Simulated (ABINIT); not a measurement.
# Quasiparticle gap of MoS2 (P6_3/mmc) in ABINIT

How does a plane-wave GW calculation on MoS2 (P6_3/mmc) run from the first input to the gap?

Main program and level: ABINIT 10.8.3; PBE and many-body steps on it, plane waves.

The database entry behind the starting cell differs from later determinations by our own check (about 0.3 % long), so it need not match the best structure at ambient conditions.

### Step 1. Set-up

Symmetry: P6_3/mmc, No. 194, hexagonal system. Conventional cell: a = 3.169 Å, b = 3.169 Å, c = 12.324 Å, α = 90.00°, β = 90.00°, γ = 120.00°. Nearest to Mo lie 6 S at 2.41 Å. S has 3 Mo at 2.41 Å nearest. Farther neighbours and most contacts between anions are not listed.

As a file:

```cif
data_structure
_symmetry_space_group_name_H-M 'P 1'
_symmetry_Int_Tables_number 1
_cell_length_a 3.1690
_cell_length_b 3.1690
_cell_length_c 12.3240
_cell_angle_alpha 90.000
_cell_angle_beta 90.000
_cell_angle_gamma 120.000
_cell_volume 107.18
loop_
_atom_site_label
_atom_site_type_symbol
_atom_site_fract_x
_atom_site_fract_y
_atom_site_fract_z
_atom_site_occupancy
Mo1 Mo 0.33333 0.66667 0.25000 1
Mo2 Mo 0.66667 0.33333 0.75000 1
S3 S 0.33333 0.66667 0.62300 1
S4 S 0.66667 0.33333 0.12300 1
S5 S 0.33333 0.66667 0.87700 1
S6 S 0.66667 0.33333 0.37700 1
```

The cell and positions come from the Crystallography Open Database and are kept as given unless a step says otherwise.

### Step 2. Ground state

This step: ABINIT 10.8.3; DFT, PBE, plane waves, norm-conserving pseudopotentials.

The ground-state density comes first.

File run.abi:

```
acell 3*1.0 Angstrom
rprim 
  3.169000000004 -0.000000000001 0.000000000000
  -1.584500000001 2.744434504597 0.000000000000
  0.000000000000 0.000000000000 12.324000000000
ntypat 2
znucl 42 16
natom 6
typat 1 1 2 2 2 2
xred 
  0.333333333333 0.666666666667 0.250000000000
  0.666666666667 0.333333333333 0.750000000000
  0.333333333333 0.666666666667 0.623000000000
  0.666666666667 0.333333333333 0.123000000000
  0.333333333333 0.666666666667 0.877000000000
  0.666666666667 0.333333333333 0.377000000000
pp_dirpath "pseudos"
pseudos "Mo.upf, S.upf"
ecut 36
ngkpt 6 6 2
nshiftk 1
shiftk 0 0 0
kptopt 1
chksymbreak 0
nband 33
occopt 1
tolvrs 1e-10
nstep 60
prtwf 0
optforces 0
optstress 0
indata_prefix "in"
outdata_prefix "out"
tmpdata_prefix "tmp"
```

Command:

```sh
$ OMP_NUM_THREADS=1 mpirun -n 8 abinit run.abi > log
```

Numbers of over 12 decimals in the logs are rounded to 6 here.

What it wrote:

```text
.Version 10.8.3 of ABINIT. v10.8.2 released Aug 2026.

 Symmetries : space group P6_3/m m c (#194); Bravais hP (primitive hexag.)
================================================================================
 Values of the parameters that define the memory need of the present run
     intxc =       0    ionmov =       0      iscf =       7    lmnmax =       6
     lnmax =       6     mgfft =     128  mpssoang =       3    mqgrid =    6291
     natom =       6  nloc_mem =       1    nspden =       1   nspinor =       1
    nsppol =       1      nsym =      24    n1xccc =    2501    ntypat =       2
    occopt =       1   xclevel =       2
-    mband =          33        mffmem =           1         mkmem =           2
       mpw =        7490          nfft =      165888          nkpt =          14
================================================================================
  Rough estimation (10% accuracy) of disk space for files :
================================================================================

--------------------------------------------------------------------------------
------------- Echo of variables that govern the present computation ------------
--------------------------------------------------------------------------------
 -outvars: echo values of preprocessed input variables --------
            acell      1.8897261259E+00  1.8897261259E+00  1.8897261259E+00 Bohr

      chksymbreak           0
             ecut      3.60000000E+01 Hartree
-          fftalg         312

              ixc     -101130
              kpt      0.00000000E+00  0.00000000E+00  0.00000000E+00
                       1.66666667E-01  0.00000000E+00  0.00000000E+00
                       3.33333333E-01  0.00000000E+00  0.00000000E+00
                       5.00000000E-01  0.00000000E+00  0.00000000E+00
                       1.66666667E-01  1.66666667E-01  0.00000000E+00
                       3.33333333E-01  1.66666667E-01  0.00000000E+00
                       3.33333333E-01  3.33333333E-01  0.00000000E+00
                       0.00000000E+00  0.00000000E+00  5.00000000E-01
                       1.66666667E-01  0.00000000E+00  5.00000000E-01
                       3.33333333E-01  0.00000000E+00  5.00000000E-01
                       5.00000000E-01  0.00000000E+00  5.00000000E-01
[...]
kptrlatt        6    0    0      0    6    0      0    0    2
          kptrlen      3.59312526E+01
P           mkmem           2
            natom           6
            nband          33
            ngfft          36      36     128
             nkpt          14
            nstep          60
             nsym          24
           ntypat           2
              occ      2.000000  2.000000  2.000000  2.000000  2.000000  2.000000
                       2.000000  2.000000  2.000000  2.000000  2.000000  2.000000
                       2.000000  2.000000  2.000000  2.000000  2.000000  2.000000
                       2.000000  2.000000  2.000000  2.000000  2.000000  2.000000
                       2.000000  2.000000  0.000000  0.000000  0.000000  0.000000
[...]
optforces           0
        optstress           0
            prtwf           0
            rprim      3.1690000000E+00 -1.0000000000E-12  0.0000000000E+00
[...]
spgroup         194

           tolvrs      1.00000000E-10

             xred      3.3333333333E-01  6.6666666667E-01  2.5000000000E-01
[...]
znucl       42.00000   16.00000

================================================================================

 chkinp: Checking input parameters for consistency.

================================================================================
== DATASET  1 ==================================================================
-   mpi_nproc: 8, omp_nthreads: 1 (-1 if OMP is not activated)

--- !DatasetInfo
iteration_state: {dtset: 1, }
dimensions: {natom: 6, nkpt: 14, mband: 33, nsppol: 1, nspinor: 1, nspden: 1, mpw: 7490, }
cutoff_energies: {ecut:  36.0, pawecutdg:  -1.0, }
electrons: {nelect:   5.20000000E+01, charge:   0.00000000E+00, occopt:   1.00000000E+00, tsmear:   1.00000000E-02, }

 Real(R)+Recip(G) space primitive vectors, cartesian coordinates (Bohr,Bohr^-1):
 R(1)=  5.9885421  0.0000000  0.0000000  G(1)=  0.1669856  0.0964092  0.0000000
 R(2)= -2.9942710  5.1862296  0.0000000  G(2)=  0.0000000  0.1928183  0.0000000
 R(3)=  0.0000000  0.0000000 23.2889848  G(3)=  0.0000000  0.0000000  0.0429388
 Unit cell volume ucvol=  7.2330822E+02 bohr^3
 Angles (23,13,12)=  9.00000000E+01  9.00000000E+01  1.20000000E+02 degrees

 getcut: wavevector=  0.0000  0.0000  0.0000  ngfft=  36  36 128
         ecut(hartree)=     36.000   => boxcut(ratio)=   2.03490

--- Pseudopotential description ------------------------------------------------
- Mo Generated using ONCVPSP code by D. R. Hamann
- 42.00000  14.00000  171031                  znucl, zion, pspdat
12 -101130 2 -1 1640                          pspcod,pspxc,lmax,lloc,mmax
     nproj     2     2     2
  pspatm : epsatm=   15.95693798
         --- l  ekb(1:nproj) -->
[...]
pspatm: atomic psp has been read  and splines computed

- S Generated using ONCVPSP code by D. R. Hamann
- 16.00000   6.00000  171031                  znucl, zion, pspdat
12 -101130 2 -1 1146                          pspcod,pspxc,lmax,lloc,mmax
     nproj     2     2     2
  pspatm : epsatm=    9.01821529
         --- l  ekb(1:nproj) -->
[...]
pspatm: atomic psp has been read  and splines computed

   3.53531033E+03                                ecore*ucvol(ha*bohr**3)
--------------------------------------------------------------------------------

_setup2: Arith. and geom. avg. npw (full set) are    7464.403    7464.370

================================================================================

--- !BeginCycle
iteration_state: {dtset: 1, }
solver: {iscf: 7, nstep: 60, nline: 4, wfoptalg: 0, }
tolerances: {tolvrs: 1.00E-10, }

     iter   Etot(hartree)      deltaE(h)  residm     vres2
 ETOT  1  -184.32730796720    -1.843E+02 1.016E-01 3.331E+03
 ETOT  2  -182.42850318755     1.899E+00 4.665E-02 2.741E+04
 ETOT  3  -184.89381481055    -2.465E+00 9.579E-03 3.112E+00
 ETOT  4  -184.89593897113    -2.124E-03 3.848E-03 4.010E+00
 ETOT  5  -184.89626470211    -3.257E-04 4.799E-04 5.635E-01
 ETOT  6  -184.89631516807    -5.047E-05 5.620E-04 1.238E-01
 ETOT  7  -184.89632039937    -5.231E-06 2.494E-04 5.015E-03
 ETOT  8  -184.89632061210    -2.127E-07 3.916E-04 3.286E-05
 ETOT  9  -184.89632061420    -2.101E-09 1.706E-04 4.393E-07
 ETOT 10  -184.89632061433    -1.223E-10 2.595E-04 4.454E-08
 ETOT 11  -184.89632061434    -1.162E-11 1.106E-04 4.077E-09
 ETOT 12  -184.89632061434    -2.643E-12 1.802E-04 3.647E-10
 ETOT 13  -184.89632061434    -5.684E-14 6.883E-05 5.842E-11

 At SCF step   13       vres2   =  5.84E-11 < tolvrs=  1.00E-10 =>converged.

--- !ResultsGS
iteration_state: {dtset: 1, }
comment   : Summary of ground state results
lattice_vectors:
- [  5.9885421,  -0.0000000,   0.0000000, ]
- [ -2.9942710,   5.1862296,   0.0000000, ]
- [  0.0000000,   0.0000000,  23.2889848, ]
lattice_lengths: [   5.98854,    5.98854,   23.28898, ]
lattice_angles: [ 90.000,  90.000, 120.000, ] # degrees, (23, 13, 12)
lattice_volume:   7.2330822E+02
convergence: {deltae: -5.684E-14, res2:  5.842E-11, residm:  6.883E-05, diffor:  0.000E+00, }
etotal    :  -1.84896321E+02
entropy   :   0.00000000E+00
fermie    :   3.09959974E-01
cartesian_stress_tensor: null
pressure_GPa: null
xred      :
- [  3.3333E-01,   6.6667E-01,   2.5000E-01, Mo]
- [  6.6667E-01,   3.3333E-01,   7.5000E-01, Mo]
- [  3.3333E-01,   6.6667E-01,   6.2300E-01,  S]
- [  6.6667E-01,   3.3333E-01,   1.2300E-01,  S]
- [  3.3333E-01,   6.6667E-01,   8.7700E-01,  S]
- [  6.6667E-01,   3.3333E-01,   3.7700E-01,  S]
cartesian_forces: null
force_length_stats: {min: null, max: null, mean: null, }

 Integrated electronic density in atomic spheres:
 ------------------------------------------------
 Atom  Sphere_radius  Integrated_density
[...]
================================================================================

 ----iterations are completed or convergence reached----

 Mean square residual over all n,k,spin=   43.385E-08; max=  68.827E-06
 reduced coordinates (array xred) for    6 atoms
[...]
0.666666666667      0.333333333333      0.750000000000
       0.333333333333      0.666666666667      0.623000000000
       0.666666666667      0.333333333333      0.123000000000
       0.333333333333      0.666666666667      0.877000000000
       0.666666666667      0.333333333333      0.377000000000
 rms dE/dt=  0.0000E+00; max dE/dt=  0.0000E+00; dE/dt below (all hartree)
    1       0.000000000000      0.000000000000      0.000000000000
    2       0.000000000000      0.000000000000      0.000000000000
    3       0.000000000000      0.000000000000      0.000000000000
    4       0.000000000000      0.000000000000      0.000000000000
    5       0.000000000000      0.000000000000      0.000000000000
    6       0.000000000000      0.000000000000      0.000000000000

 cartesian coordinates (angstrom) at end:
    1      6.7e-13     1.829623     3.081000
    2      1.584500     0.914812     9.243000
    3      6.7e-13     1.829623     7.677852
    4      1.584500     0.914812     1.515852
    5      6.7e-13     1.829623    10.808148
    6      1.584500     0.914812     4.646148
 length scales=  1.889726125908  1.889726125908  1.889726125908 bohr
              =  1.000000000000  1.000000000000  1.000000000000 angstroms
 prteigrs : about to open file out_EIG
 Fermi (or HOMO) energy (hartree) =   0.30996   Average Vxc (hartree)=  -0.40245
 Eigenvalues (hartree) for nkpt=  14  k points:
 kpt#   1, nband= 33, wtk=  0.01389, kpt=  0.0000  0.0000  0.0000 (reduced coord)
  -1.95125   -1.95125   -1.00128   -1.00127   -0.99293   -0.99293   -0.99293   -0.99293
  -0.23958   -0.22966   -0.19514   -0.17888    0.05790    0.09584    0.18196    0.18981
   0.18981    0.19029    0.19029    0.23000    0.23000    0.23172    0.23172    0.26647
   0.26790    0.30996    0.38712    0.38733    0.38816    0.38827    0.39315    0.39331
   0.39947
 prteigrs : prtvol=0 or 1, do not print more k-points.

--- !EnergyTerms
iteration_state     : {dtset: 1, }
comment             : Components of total free energy in Hartree
kinetic             :  6.00147592865794E+01
hartree             :  5.39885223339677E+01
xc                  : -3.33780456303470E+01
Ewald energy        : -1.19847493795111E+02
psp_core            :  4.88769548579594E+00
local_psp           : -1.73802185839900E+02
non_local_psp       :  2.32404275446742E+01
total_energy        : -1.84896320614341E+02
total_energy_eV     : -5.03128519569757E+03
band_energy         : -1.61958635712886E+01

== END DATASET(S) ==============================================================
================================================================================

 -outvars: echo values of variables after computation  --------
           etotal     -1.8489632061E+02
            nband          33
             nkpt          14
          spgroup         194
 [... the other variables as echoed above ...]

 Calculation completed.
```

Run time: 28 s. Hardware: 8 MPI ranks of Intel Xeon Platinum 8488C (Sapphire Rapids), shared host; peak memory 0.88 GiB; 3.6 min of CPU time.

This step gave:

- total energy: -5031.2852 eV
- gap: 0.8887 eV
- k of the valence top: 0, 0, 0
- k of the conduction bottom: 0.1667, 0.1667, 0
- least direct gap: 1.654 eV

The gap is indirect, with the least direct gap 0.77 eV higher.

### Step 3. Empty states on the mesh, 6×6×1 mesh, 170 bands

The sums over transitions need many empty states on a uniform mesh; this step solves for them.

Edit run.abi of step 2 so:

```diff
@@ -19,3 +19,3 @@
 ecut 36
-ngkpt 6 6 2
+ngkpt 6 6 1
 nshiftk 1
@@ -24,9 +24,10 @@
 chksymbreak 0
-nband 33
-occopt 1
-tolvrs 1e-10
+iscf -2
+irdden 1
+istwfk *1
+nband 170
+nbdbuf 14
+tolwfr 1e-09
 nstep 60
-prtwf 0
-optforces 0
-optstress 0
+prtvol 0
 indata_prefix "in"
```

What it wrote:

```text
.Version 10.8.3 of ABINIT. v10.8.2 released Aug 2026.

 Symmetries : space group P6_3/m m c (#194); Bravais hP (primitive hexag.)
[... echo of the input left out ...]
== DATASET  1 ==================================================================
-   mpi_nproc: 8, omp_nthreads: 1 (-1 if OMP is not activated)
-    --> not optimal distribution: autoparal keyword recommended in input file <--

--- !DatasetInfo
iteration_state: {dtset: 1, }
dimensions: {natom: 6, nkpt: 7, mband: 170, nsppol: 1, nspinor: 1, nspden: 1, mpw: 7481, }
cutoff_energies: {ecut:  36.0, pawecutdg:  -1.0, }
electrons: {nelect:   5.20000000E+01, charge:   0.00000000E+00, occopt:   1.00000000E+00, tsmear:   1.00000000E-02, }

 Real(R)+Recip(G) space primitive vectors, cartesian coordinates (Bohr,Bohr^-1):
 R(1)=  5.9885421  0.0000000  0.0000000  G(1)=  0.1669856  0.0964092  0.0000000
 R(2)= -2.9942710  5.1862296  0.0000000  G(2)=  0.0000000  0.1928183  0.0000000
 R(3)=  0.0000000  0.0000000 23.2889848  G(3)=  0.0000000  0.0000000  0.0429388
 Unit cell volume ucvol=  7.2330822E+02 bohr^3
 Angles (23,13,12)=  9.00000000E+01  9.00000000E+01  1.20000000E+02 degrees

 getcut: wavevector=  0.0000  0.0000  0.0000  ngfft=  36  36 128
         ecut(hartree)=     36.000   => boxcut(ratio)=   2.03490

--- Pseudopotential description ------------------------------------------------
- Mo Generated using ONCVPSP code by D. R. Hamann
- 42.00000  14.00000  171031                  znucl, zion, pspdat
12 -101130 2 -1 1640                          pspcod,pspxc,lmax,lloc,mmax
     nproj     2     2     2
  pspatm : epsatm=   15.95693798
         --- l  ekb(1:nproj) -->
             0   13.833287    1.350687
             1    8.015347    1.134034
             2    2.765699    0.969071
 pspatm: atomic psp has been read  and splines computed

- S Generated using ONCVPSP code by D. R. Hamann
- 16.00000   6.00000  171031                  znucl, zion, pspdat
12 -101130 2 -1 1146                          pspcod,pspxc,lmax,lloc,mmax
     nproj     2     2     2
  pspatm : epsatm=    9.01821529
         --- l  ekb(1:nproj) -->
[...]
pspatm: atomic psp has been read  and splines computed

--------------------------------------------------------------------------------

================================================================================
 prteigrs : about to open file out_EIG
 Non-SCF case, kpt    1 (  0.00000  0.00000  0.00000), residuals and eigenvalues=
  2.28E-10  2.42E-10  4.49E-10  4.83E-10  3.09E-10  4.13E-10  4.26E-10  5.80E-10
  2.28E-10  3.63E-10  1.96E-10  3.61E-10  1.74E-10  2.63E-10  1.61E-10  2.59E-10
  4.10E-10  4.90E-10  5.92E-10  1.71E-10  7.49E-10  2.38E-10  4.20E-10  1.39E-10
[...]
7.07E-05  3.99E-05
 -1.9512E+00 -1.9512E+00 -1.0013E+00 -1.0013E+00 -9.9293E-01 -9.9293E-01
 -9.9293E-01 -9.9293E-01 -2.3958E-01 -2.2966E-01 -1.9514E-01 -1.7888E-01
  5.7899E-02  9.5843E-02  1.8196E-01  1.8981E-01  1.8981E-01  1.9029E-01
[...]
2.3903E+00  2.3974E+00  2.4056E+00  2.4056E+00  2.4076E+00  2.4358E+00
  2.4358E+00  2.4405E+00  2.4526E+00  2.4862E+00  2.4864E+00  2.4922E+00
  2.4925E+00  2.5169E+00
 prteigrs : prtvol=0 or 1, do not print more k-points.

--- !ResultsGS
iteration_state: {dtset: 1, }
comment   : Summary of ground state results
lattice_vectors:
- [  5.9885421,  -0.0000000,   0.0000000, ]
- [ -2.9942710,   5.1862296,   0.0000000, ]
- [  0.0000000,   0.0000000,  23.2889848, ]
lattice_lengths: [   5.98854,    5.98854,   23.28898, ]
lattice_angles: [ 90.000,  90.000, 120.000, ] # degrees, (23, 13, 12)
lattice_volume:   7.2330822E+02
convergence: {deltae:  0.000E+00, res2:  0.000E+00, residm:  9.959E-10, diffor:  0.000E+00, }
etotal    :  -1.84896321E+02
entropy   :   0.00000000E+00
fermie    :   3.09959974E-01
cartesian_stress_tensor: null
pressure_GPa: null
xred      :
- [  3.3333E-01,   6.6667E-01,   2.5000E-01, Mo]
- [  6.6667E-01,   3.3333E-01,   7.5000E-01, Mo]
- [  3.3333E-01,   6.6667E-01,   6.2300E-01,  S]
- [  6.6667E-01,   3.3333E-01,   1.2300E-01,  S]
- [  3.3333E-01,   6.6667E-01,   8.7700E-01,  S]
- [  6.6667E-01,   3.3333E-01,   3.7700E-01,  S]
cartesian_forces: null
force_length_stats: {min: null, max: null, mean: null, }

 Integrated electronic density in atomic spheres:
 ------------------------------------------------
 Atom  Sphere_radius  Integrated_density
[...]
================================================================================

 ----iterations are completed or convergence reached----

 Mean square residual over all n,k,spin=   48.527E-11; max=  99.591E-11
 reduced coordinates (array xred) for    6 atoms
[...]
0.333333333333      0.666666666667      0.877000000000
       0.666666666667      0.333333333333      0.377000000000

 cartesian coordinates (angstrom) at end:
    1      6.7e-13     1.829623     3.081000
    2      1.584500     0.914812     9.243000
    3      6.7e-13     1.829623     7.677852
    4      1.584500     0.914812     1.515852
    5      6.7e-13     1.829623    10.808148
    6      1.584500     0.914812     4.646148
 length scales=  1.889726125908  1.889726125908  1.889726125908 bohr
              =  1.000000000000  1.000000000000  1.000000000000 angstroms
 prteigrs : about to open file out_EIG
 Eigenvalues (hartree) for nkpt=   7  k points:
 kpt#   1, nband=170, wtk=  0.02778, kpt=  0.0000  0.0000  0.0000 (reduced coord)
[...]
2.33291    2.36622    2.36622    2.37661    2.39030    2.39740    2.40556    2.40556
   2.40764    2.43577    2.43577    2.44051    2.45265    2.48615    2.48636    2.49217
   2.49248    2.51687
 prteigrs : prtvol=0 or 1, do not print more k-points.

== END DATASET(S) ==============================================================
================================================================================

 -outvars: echo values of variables after computation  --------
            nband         170
             nkpt           7
          spgroup         194
 [... the other variables as echoed above ...]

 Calculation completed.
```

The job ended after 59 s (8 MPI ranks; peak memory 0.9 GiB; 7.9 min of CPU time).

This step gave:

| Property | Result |
| --- | --- |
| gap | 0.8887 eV |
| k of the valence top | 0, 0, 0 |
| k of the conduction bottom | 0.1667, 0.1667, 0 |
| least direct gap | 1.654 eV |
| k points computed | 7 |
| lowest point of the top converged band, above the valence top | 53.7942 eV |

On this mesh the gap is 0.889 eV.

(Part 1 of 2 ends here.)

[Paths, hosts, dates, memory and timing lines, banners, echoed tables and standing remarks are left out of the program output.]

[Logs are printed without paths, hosts, clocks, repeated set-up lines and the standing remarks that a program may print on its own settings, such as how far it seeks lower states.]

[Runs of the session that timed out or met a known fault of the program may be left out.]

[Hosts, paths, dates, database ids (printed as entryN), source tags and the programs' standing remarks are cut or masked in the printed files.]

[G0W0 gaps are taken among the corrected bands and points alone; a level outside them can change the order at an edge.]

[Where Ansatz stands beside ABINIT at settings called matched, ABINIT's density can come from a denser mesh and the files from another edition; pairs whose starting gaps differed by over 0.03 eV were left out, so agreement reads better than it is.]
